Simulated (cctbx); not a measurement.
## A crystallographic session in cctbx: Ca2Sc3RhS8

Library: cctbx 2025.11. The data are simulated by the first script.

## 1. Simulate the data

run.py:

```python
from cctbx import adptbx, crystal, miller, sgtbx, xray
from cctbx.array_family import flex
from iotbx.shelx import hklf
from scitbx import matrix
import scitbx.random

cs = crystal.symmetry(unit_cell=(7.358, 7.358, 18.44, 90, 90, 120), space_group_symbol='Hall: -R 3 2"')  # R-3m
atoms = [  # label, site, U (iso, or U11 U22 U33 U12 U13 U23 in A^2), occupancy
    ("Rh1", (1/3, 2/3, 0.16667), 0.0037, 1),
    ("Sc1", (0.5, 0.5, 0), 0.0043, 1),
    ("Ca1", (0, 0, 0.12573), 0.0047, 1),
    ("S1", (0.48295, 0.9659, 0.252), 0.0046, 1),
    ("S2", (0, 0, 0.26353), 0.0051, 1),
]
xs = xray.structure(crystal_symmetry=cs)
for label, site, u, occ in atoms:
    u = adptbx.u_cif_as_u_star(cs.unit_cell(), u) if isinstance(u, tuple) else u
    xs.add_scatterer(xray.scatterer(label, site=site, u=u, occupancy=occ))
xs.set_inelastic_form_factors(0.71073, "sasaki")
xs.show_summary()
p1 = xs.expand_to_p1()
ms = miller.build_set(p1, anomalous_flag=True, d_min=0.77)
flex.set_random_seed(981717)
scitbx.random.set_random_seed(981717)
ms = ms.select(flex.random_double(ms.size()) < 0.7)
i = ms.structure_factors_from_scatterers(p1, algorithm="direct").f_calc().as_intensity_array().data()
i = i * 5000 / flex.max(i)
sig = flex.sqrt(i + flex.pow2(0.04 * i) + 15 ** 2)
noise = scitbx.random.variate(scitbx.random.normal_distribution())(i.size())
data = ms.array(data=i + sig * noise, sigmas=sig).set_observation_type_xray_intensity()
with open("data.hkl", "w") as f:
    data.export_as_shelx_hklf(f)
print("reflections written:", data.size(), " <I/sigma> = %.1f" % flex.mean(data.data() / data.sigmas()))
for h, a, b in list(data.sort("data"))[:12]:
    print("%4d%4d%4d %9.1f %7.1f" % (h + (a, b)))
```

```console
$ python run.py
```

```text
Number of scatterers: 5
At special positions: 5
Unit cell: (7.358, 7.358, 18.44, 90, 90, 120)
Space group: R -3 m :H (No. 166)
reflections written: 5575  <I/sigma> = 2.0
  -2  -2   0    5117.2   208.1
   2  -4   0    4992.3   208.1
   4  -2   0    4945.3   208.1
   0   2  -8    4909.9   212.7
   2   2   0    4895.3   208.1
  -2   0  -8    4851.8   212.7
   2   0   8    4821.2   212.7
   2   0  -4    3798.5   156.1
  -2   2  -4    3718.1   156.1
   0  -2  -4    3602.1   156.1
  -2   0   4    3501.2   156.1
   2  -2   4    3422.3   156.1
```

Run time: 0.34 s on 1 thread of Arm Neoverse V1 (shared host), peak memory 0.07 GiB.

## 2. Symmetry

run.py:

```python
from cctbx import crystal, sgtbx, statistics
from cctbx.array_family import flex
from iotbx.shelx import hklf

p1 = crystal.symmetry(unit_cell=(7.358, 7.358, 18.44, 90, 90, 120), space_group_symbol="P 1")
raw = hklf.reader(file_name="data.hkl").as_miller_arrays(crystal_symmetry=p1, anomalous=True)[0]
print(raw.size(), "reflections to d = %.3f A" % raw.d_min())
isig = raw.data() / raw.sigmas()
print("centring   violations  <I/sigma> of those")
best = "P"
for c in "ABCIRF":
    a = raw.customized_copy(space_group_info=sgtbx.space_group_info("Hall: %s 1" % c)).sys_absent_flags().data()
    m = flex.mean(isig.select(a))
    print("%5s %10d of %5d %8.1f" % (c, (isig.select(a) > 4).count(True), a.count(True), m))
    if (isig.select(a) > 4).count(True) < 0.01 * a.count(True):
        best = c
raw = raw.select(~raw.customized_copy(space_group_info=sgtbx.space_group_info("Hall: %s 1" % best)).sys_absent_flags().data())
isig = raw.data() / raw.sigmas()
rows = []
for s in sgtbx.space_group_symbol_iterator():
    g = sgtbx.space_group(s)
    if g.conventional_centring_type_symbol() != best or not g.is_compatible_unit_cell(p1.unit_cell(), 1e-3, 0.02):
        continue
    rows.append((s, g))
print("Laue class    unique    Rint  (classes that these axes allow; Friedel mates merged)")
rint = {}
for s, g in rows:
    laue = g.build_derived_patterson_group()
    key = laue.type().hall_symbol()
    if key not in rint:
        m = raw.customized_copy(space_group_info=laue.info(), anomalous_flag=False).merge_equivalents()
        rint[key] = m.r_int()
        print("%-14s %6d %7.3f" % (laue.type().lookup_symbol(), m.array().size(), m.r_int()))
floor = min(rint.values())
good = [(s, g) for s, g in rows if rint[g.build_derived_patterson_group().type().hall_symbol()] < 2 * floor + 0.03]
top = max(g.build_derived_patterson_group().order_z() for s, g in good)
print("space group    extra absences  I>4sigma  <I/sigma>")
for s, g in good:
    laue = g.build_derived_patterson_group()
    if laue.order_z() != top:
        continue
    a = raw.customized_copy(space_group_info=g.info()).sys_absent_flags().data()
    a &= ~raw.customized_copy(space_group_info=laue.info()).sys_absent_flags().data()
    bad = (isig.select(a) > 4).count(True)
    if bad <= 0.03 * a.count(True):
        print("%-16s %8d %10d %9s  %s" % (s.universal_hermann_mauguin(), a.count(True), bad, "%.1f" % flex.mean(isig.select(a)) if a.count(True) else "-", "centric" if g.is_centric() else "acentric"))
laue = max(good, key=lambda t: t[1].build_derived_patterson_group().order_z())[1].build_derived_patterson_group()
f = raw.customized_copy(space_group_info=laue.info(), anomalous_flag=False).merge_equivalents().array().eliminate_sys_absent().f_sq_as_f()
f.set_observation_type_xray_amplitude()
bins = max(3, min(8, f.size() // 12))
f.setup_binner(n_bins=bins)
w = statistics.wilson_plot(f, {e: n / laue.order_z() for e, n in {'Rh': 3.0, 'Sc': 9.0, 'Ca': 6.0, 'S': 24.0}.items()}, e_statistics=True)
print("Wilson B = %.2f A^2   <|E^2-1|> = %.3f (0.968 centric, 0.736 acentric)   E^2>4: %.1f %%" % (w.wilson_b, w.mean_e_sq_minus_1, w.percent_e_sq_gt_2))
print("shell (A)         n   <I/sigma>")
m = raw.customized_copy(space_group_info=laue.info(), anomalous_flag=False).merge_equivalents().array().eliminate_sys_absent()
for b in m.setup_binner(n_bins=bins).range_used():
    sel = m.binner().selection(b)
    print("%5.2f - %4.2f %6d %8.1f" % (min(m.binner().bin_d_range(b)[0] if m.binner().bin_d_range(b)[0] > 0 else 99, 99), m.binner().bin_d_range(b)[1], sel.count(True), flex.mean((m.data() / m.sigmas()).select(sel))))
```

```console
$ python run.py
```

```text
5575 reflections to d = 0.771 A
centring   violations  <I/sigma> of those
    A        396 of  2771      1.5
    B        375 of  2769      1.5
    C        463 of  2780      1.8
    I        394 of  2785      1.5
    R          0 of  3686     -0.0
    F        617 of  4160      1.6
Laue class    unique    Rint  (classes that these axes allow; Friedel mates merged)
R -3 :H           449   0.070
R -3 m :H         278   0.074
space group    extra absences  I>4sigma  <I/sigma>
R 3 2 :H                0          0         -  acentric
R 3 m :H                0          0         -  acentric
R -3 m :H               0          0         -  centric
Wilson B = 0.37 A^2   <|E^2-1|> = 0.964 (0.968 centric, 0.736 acentric)   E^2>4: 5.3 %
shell (A)         n   <I/sigma>
 6.15 - 1.54     42     17.3
 1.54 - 1.22     36     14.6
 1.22 - 1.07     29     19.1
 1.07 - 0.97     37     13.1
 0.97 - 0.90     35     11.5
 0.90 - 0.85     32     11.4
 0.85 - 0.81     29     17.0
 0.81 - 0.77     38     12.8
```

Time: 0.32 s.

## 3. Patterson map

run.py:

```python
from cctbx import crystal, maptbx
from iotbx.shelx import hklf

cs = crystal.symmetry(unit_cell=(7.358, 7.358, 18.44, 90, 90, 120), space_group_symbol='Hall: -R 3 2"')  # R-3m
raw = hklf.reader(file_name="data.hkl").as_miller_arrays(crystal_symmetry=cs, anomalous=True)[0]
merged = raw.eliminate_sys_absent().merge_equivalents()
fo2 = merged.array().set_observation_type_xray_intensity()
f = fo2.average_bijvoet_mates().f_sq_as_f()
pm = f.patterson_map(symmetry_flags=maptbx.use_space_group_symmetry, sharpening=True, resolution_factor=0.25)
peaks = pm.peak_search(parameters=maptbx.peak_search_parameters(min_distance_sym_equiv=0.4, max_clusters=14)).all()
top = peaks.heights()[0]
print("Patterson group", f.patterson_symmetry().space_group_info())
print("      u       v       w   height  length (A)")
for x, h in zip(peaks.sites(), peaks.heights()):
    y = [t - round(t) for t in x]
    print("%7.3f %7.3f %7.3f %8.1f %8.2f" % (x + (1000 * h / top, cs.unit_cell().length(y))))
```

```console
$ python run.py
```

```text
Patterson group R -3 m :H
      u       v       w   height  length (A)
  0.000   0.000   0.000   1000.0     0.00
  0.000   0.500   0.500    464.7     9.93
  0.000   0.000   0.247    435.9     4.55
  0.021   0.511   0.749    424.7     5.92
  0.000   0.000   0.376    296.1     6.94
  0.000   0.500   0.000    255.3     3.68
  0.013   0.507   0.127    144.9     4.36
  0.040   0.520   0.385     75.7     8.00
  0.000   0.000   0.138     68.2     2.55
  0.000   0.000   0.062     64.4     1.14
  0.000   0.000   0.500     58.1     9.22
  0.085   0.171   0.979     56.7     1.15
  0.065   0.129   0.961     50.7     1.09
  0.087   0.175   0.604     45.3     7.39
```

Time: 0.35 s.

## 4. Charge flipping

run.py:

```python
import itertools
from cctbx import crystal, maptbx
from cctbx.array_family import flex
from iotbx.shelx import hklf
from smtbx.ab_initio import charge_flipping as cf

cs = crystal.symmetry(unit_cell=(7.358, 7.358, 18.44, 90, 90, 120), space_group_symbol='Hall: -R 3 2"')  # R-3m
raw = hklf.reader(file_name="data.hkl").as_miller_arrays(crystal_symmetry=cs, anomalous=True)[0]
merged = raw.eliminate_sys_absent().merge_equivalents()
fo2 = merged.array().set_observation_type_xray_intensity()
f = fo2.average_bijvoet_mates().f_sq_as_f().resolution_filter(d_min=0.8)
p1 = f.expand_to_p1()
p1.setup_binner_counting_sorted(reflections_per_bin=max(40, p1.size() // 12))
work = p1.array(data=p1.data() / p1.amplitude_quasi_normalisations().data())
flex.set_random_seed(34499)
it = cf.weak_reflection_improved_iterator(delta=None, weak_reflection_fraction=0.2)
it.start(work, phases=flex.random_double(p1.size()) * 6.2832, f_000=0)
it.delta = 1.1 * it.rho_map.sigma()
print("cycle      R  skewness")
for n, st in enumerate(itertools.islice(it, 300)):
    if n % 25 == 0:
        print("%5d %6.3f %8.2f" % (n, st.r1_factor(), st.rho_map.skewness()))
rho = p1.phase_transfer(it.f_calc).fft_map().apply_volume_scaling()
polish = cf.low_density_elimination_iterator(constant_rho_c=rho.sigma())
polish.start(f_obs=p1, phases=it.f_calc, f_000=0)
for _ in range(8):
    next(polish)
print("origin shift          correlation  skewness")
maps = []
for fc, shift, cc in itertools.islice(cf.f_calc_symmetrisations(f, polish.f_calc, 0), 4):
    m = f.phase_transfer(fc).fft_map(symmetry_flags=maptbx.use_space_group_symmetry, resolution_factor=0.25).apply_sigma_scaling()
    maps.append((m.skewness(), cc, m))
    print("%6.3f %6.3f %6.3f %10.3f %9.2f" % (tuple(shift) + (cc, m.skewness())))
skew, cc, m = max((t for t in maps if t[1] > maps[0][1] - 0.04), key=lambda t: t[0])
print("taken: symmetry correlation %.3f, skewness %.2f" % (cc, skew))
peaks = m.peak_search(parameters=maptbx.peak_search_parameters(min_distance_sym_equiv=0.9, max_clusters=10)).all()
sps = cs.special_position_settings(min_distance_sym_equiv=0.5)
print("peak      x       y       z  mult  height/sigma")
for k, (x, h) in enumerate(zip(peaks.sites(), peaks.heights())):
    ss = sps.site_symmetry(x)
    print("Q%-3d %7.4f %7.4f %7.4f %4d %8.1f" % ((k + 1,) + tuple(t % 1 for t in ss.exact_site()) + (ss.multiplicity(), h)))
```

```console
$ python run.py
```

```text
cycle      R  skewness
    0  0.598     0.26
   25  0.499     3.65
   50  0.477     3.50
   75  0.466     3.69
  100  0.462     3.62
  125  0.451     3.47
  150  0.438     3.46
  175  0.447     3.40
  200  0.455     3.38
  225  0.450     3.35
  250  0.452     3.31
  275  0.463     3.45
origin shift          correlation  skewness
 0.039  0.956  0.430      0.883      0.85
 0.040  0.447  0.181      0.868      0.70
 0.039  0.947  0.181      0.872      1.27
 0.039  0.449  0.056      0.867      0.60
taken: symmetry correlation 0.872, skewness 1.27
peak      x       y       z  mult  height/sigma
Q1    0.0000  0.0000  0.4700    6      8.5
Q2    0.0000  0.0000  0.2834    6      7.3
Q3    0.0148  0.5074  0.2120   18      6.5
Q4    0.0000  0.0000  0.0939    6      4.9
Q5    0.9998  0.4999  0.0396   18      3.9
Q6    0.9959  0.4980  0.3339   18      3.2
Q7    0.9857  0.3766  0.3077   36      3.1
Q8    0.0094  0.5047  0.4606   18      3.0
Q9    0.0607  0.5303  0.2772   18      3.0
Q10   0.9910  0.4955  0.4091   18      2.9
```

Time: 0.65 s.

## 5. Refinement (model from the peaks)

run.py:

```python
import math
from cctbx import adptbx, crystal, maptbx, sgtbx, xray
from cctbx.array_family import flex
from cctbx.xray import observations
from iotbx.shelx import hklf
from scitbx.lstbx import normal_eqns_solving
from smtbx import absolute_structure, utils
from smtbx.refinement import constraints, least_squares

cs = crystal.symmetry(unit_cell=(7.358, 7.358, 18.44, 90, 90, 120), space_group_symbol='Hall: -R 3 2"')  # R-3m
atoms = [  # label, site, U (iso, or U11 U22 U33 U12 U13 U23 in A^2), occupancy
    ("S1", (0, 0, 0.47), 0.0200, 1),
    ("Sc1", (0, 0, 0.2834), 0.0200, 1),
    ("S2", (0.0148, 0.5074, 0.212), 0.0200, 1),
    ("Ca1", (0, 0, 0.0939), 0.0200, 1),
]
xs = xray.structure(crystal_symmetry=cs)
for label, site, u, occ in atoms:
    u = adptbx.u_cif_as_u_star(cs.unit_cell(), u) if isinstance(u, tuple) else u
    xs.add_scatterer(xray.scatterer(label, site=site, u=u, occupancy=occ))
xs.set_inelastic_form_factors(0.71073, "sasaki")
raw = hklf.reader(file_name="data.hkl").as_miller_arrays(crystal_symmetry=cs, anomalous=True)[0]
merged = raw.eliminate_sys_absent().merge_equivalents()
fo2 = merged.array().set_observation_type_xray_intensity()
print("Rint %.3f, %d unique reflections to %.2f A" % (merged.r_int(), fo2.size(), fo2.d_min()))
for sc in xs.scatterers():
    sc.flags.set_grad_site(True)
    sc.flags.set_grad_u_aniso(sc.flags.use_u_aniso())
    sc.flags.set_grad_u_iso(sc.flags.use_u_iso())
obs = fo2.as_xray_observations()
extra = {}
rep = constraints.reparametrisation(xs, [], utils.connectivity_table(xs), **extra)
ls = least_squares.crystallographic_ls(obs, rep, weighting_scheme=least_squares.mainstream_shelx_weighting(a=0, b=0))
print("cycle     R1     wR2    GooF  max shift (A)")
for cycle in range(6):
    ls.build_up()
    r1, wr2, goof = ls.r1_factor(cutoff_factor=2)[0], ls.wR2(), ls.goof()
    old = xs.sites_cart()
    normal_eqns_solving.levenberg_marquardt_iterations(ls, n_max_iterations=3, tau=0.0001, step_threshold=1e-7)
    big = flex.max((xs.sites_cart() - old).norms())
    print("%4d %7.4f %7.4f %7.3f %9.5f" % (cycle + 1, r1, wr2, goof, big))
    ls.build_up(objective_only=True)
    if abs(ls.wR2() - wr2) < 5e-5 and big < 5e-4:
        break
ls.build_up()
print("final R1 %.4f wR2 %.4f GooF %.3f  parameters %d  data/parameter %.1f" % (ls.r1_factor(cutoff_factor=2)[0], ls.wR2(), ls.goof(), ls.n_parameters, fo2.size() / ls.n_parameters))
cov = ls.covariance_matrix_and_annotations()
su = dict(zip(cov.annotations, (math.sqrt(max(v, 0)) for v in cov.matrix.matrix_packed_u_diagonal())))
a2 = cs.unit_cell().reciprocal_parameters()[0] ** -2
print("atom        x        y        z      Ueq    occ   su(xyz)  su(Uiso or U11)")
for sc in xs.scatterers():
    s = max(su.get(sc.label + k, 0) for k in (".x", ".y", ".z"))
    npd = "" if sc.is_positive_definite_u(cs.unit_cell()) else "  NPD"
    print("%-5s %8.5f %8.5f %8.5f %8.4f %6.3f %8.5f %7.4f%s" % ((sc.label,) + sc.site + (sc.u_iso_or_equiv(cs.unit_cell()), sc.occupancy, s, su.get(sc.label + ".uiso", su.get(sc.label + ".u11", 0) * a2), npd)))
fo = fo2.f_sq_as_f()
fc = fo.structure_factors_from_scatterers(xs, algorithm="direct").f_calc()
diff = fo.f_obs_minus_f_calc(1 / math.sqrt(ls.scale_factor()), fc).average_bijvoet_mates()
m = diff.fft_map(symmetry_flags=maptbx.use_space_group_symmetry, resolution_factor=0.25).apply_volume_scaling()
print("difference map: max %.2f min %.2f rms %.2f" % (m.statistics().max(), m.statistics().min(), m.statistics().sigma()))
peaks = m.peak_search(parameters=maptbx.peak_search_parameters(min_distance_sym_equiv=0.6, max_clusters=6)).all()
near = xs.closest_distances(peaks.sites(), distance_cutoff=4)
sps = cs.special_position_settings(min_distance_sym_equiv=0.5)
for k, (x, h) in enumerate(zip(peaks.sites(), peaks.heights())):
    ss = sps.site_symmetry(x)
    print("Q%-3d %7.4f %7.4f %7.4f %4d %7.2f  %.2f A from %s" % ((k + 1,) + tuple(t % 1 for t in ss.exact_site()) + (ss.multiplicity(), h, near.smallest_distances[k], xs.scatterers()[near.i_seqs[k]].label)))
```

```console
$ python run.py
```

```text
Rint 0.074, 278 unique reflections to 0.77 A
cycle     R1     wR2    GooF  max shift (A)
   1  0.6617  0.9243  19.593   0.35392
   2  0.5211  0.8353  17.707   0.06235
   3  0.5123  0.8238  17.463   0.08627
   4  0.4766  0.7950  16.853   0.15187
   5  0.4301  0.7454  15.800   0.15018
   6  0.4030  0.7118  15.089   0.05426
final R1 0.4024 wR2 0.7023 GooF 14.887  parameters 9  data/parameter 30.9
atom        x        y        z      Ueq    occ   su(xyz)  su(Uiso or U11)
S1     0.00000  0.00000  0.45183   0.0378  1.000  0.00318  0.0126
Sc1    0.00000  0.00000  0.30721   0.0001  1.000  0.00145  0.0044
S2    -0.01600  0.49200  0.19331   0.0001  1.000  0.00277  0.0036
Ca1    0.00000  0.00000  0.05834   0.0001  1.000  0.00140  0.0047
difference map: max 28.78 min -15.54 rms 3.05
Q1    0.0000  0.0000  0.0564    6   29.55  0.04 A from Ca1
Q2    0.0269  0.5135  0.4473   18   28.70  2.22 A from S2
Q3    0.0000  0.0000  0.3031    6   20.16  0.08 A from Sc1
Q4    0.0234  0.5117  0.0472   18   18.83  2.31 A from Sc1
Q5    0.0471  0.5236  0.7077   18   11.86  1.84 A from S2
Q6    0.0000  0.0000  0.5000    3   10.00  0.89 A from S1
```

Time: 0.84 s.

Figures of merit this high mean that the model is still wrong or incomplete.

## 6. Charge flipping

run.py, as its changes from the last script of this kind:

```diff
@@ -13,3 +13,2 @@
-p1.setup_binner_counting_sorted(reflections_per_bin=max(40, p1.size() // 12))
-work = p1.array(data=p1.data() / p1.amplitude_quasi_normalisations().data())
-flex.set_random_seed(34499)
+work = p1
+flex.set_random_seed(34500)
@@ -20,2 +19,2 @@
-for n, st in enumerate(itertools.islice(it, 300)):
-    if n % 25 == 0:
+for n, st in enumerate(itertools.islice(it, 600)):
+    if n % 50 == 0:
```

```console
$ python run.py
```

```text
cycle      R  skewness
    0  0.586     0.47
   50  0.288     4.56
  100  0.266     4.54
  150  0.247     4.74
  200  0.240     4.77
  250  0.241     4.75
  300  0.232     4.76
  350  0.236     4.65
  400  0.233     4.80
  450  0.234     4.72
  500  0.231     4.69
  550  0.225     4.61
origin shift          correlation  skewness
 0.003  0.937  0.146      0.863      0.61
 0.042  0.154  0.483      0.887      2.46
 0.039  0.151  0.107      0.886      2.50
 0.120  0.976  0.069      0.870      0.74
taken: symmetry correlation 0.886, skewness 2.50
peak      x       y       z  mult  height/sigma
Q1    0.0000  0.0000  0.3755    6     13.9
Q2    0.0072  0.5036  0.1234   18      8.0
Q3    0.0127  0.5064  0.3682   18      5.7
Q4    0.0553  0.1106  0.3262   18      3.7
Q5    0.0000  0.5000  0.5000    9      3.4
Q6    0.0674  0.1347  0.0846   18      3.3
Q7    0.1075  0.2149  0.5083   18      3.2
Q8    0.0727  0.1454  0.4119   18      2.9
Q9    0.0000  0.0000  0.2626    6      2.0
Q10   0.0547  0.1095  0.7748   18      2.0
```

Run time: 0.81 s on 1 thread of Arm Neoverse V1 (shared host), peak memory 0.08 GiB.

[Logs are printed without paths, hosts, clocks, repeated set-up lines and the standing remarks that a program may print on its own settings, such as how far it seeks lower states.]
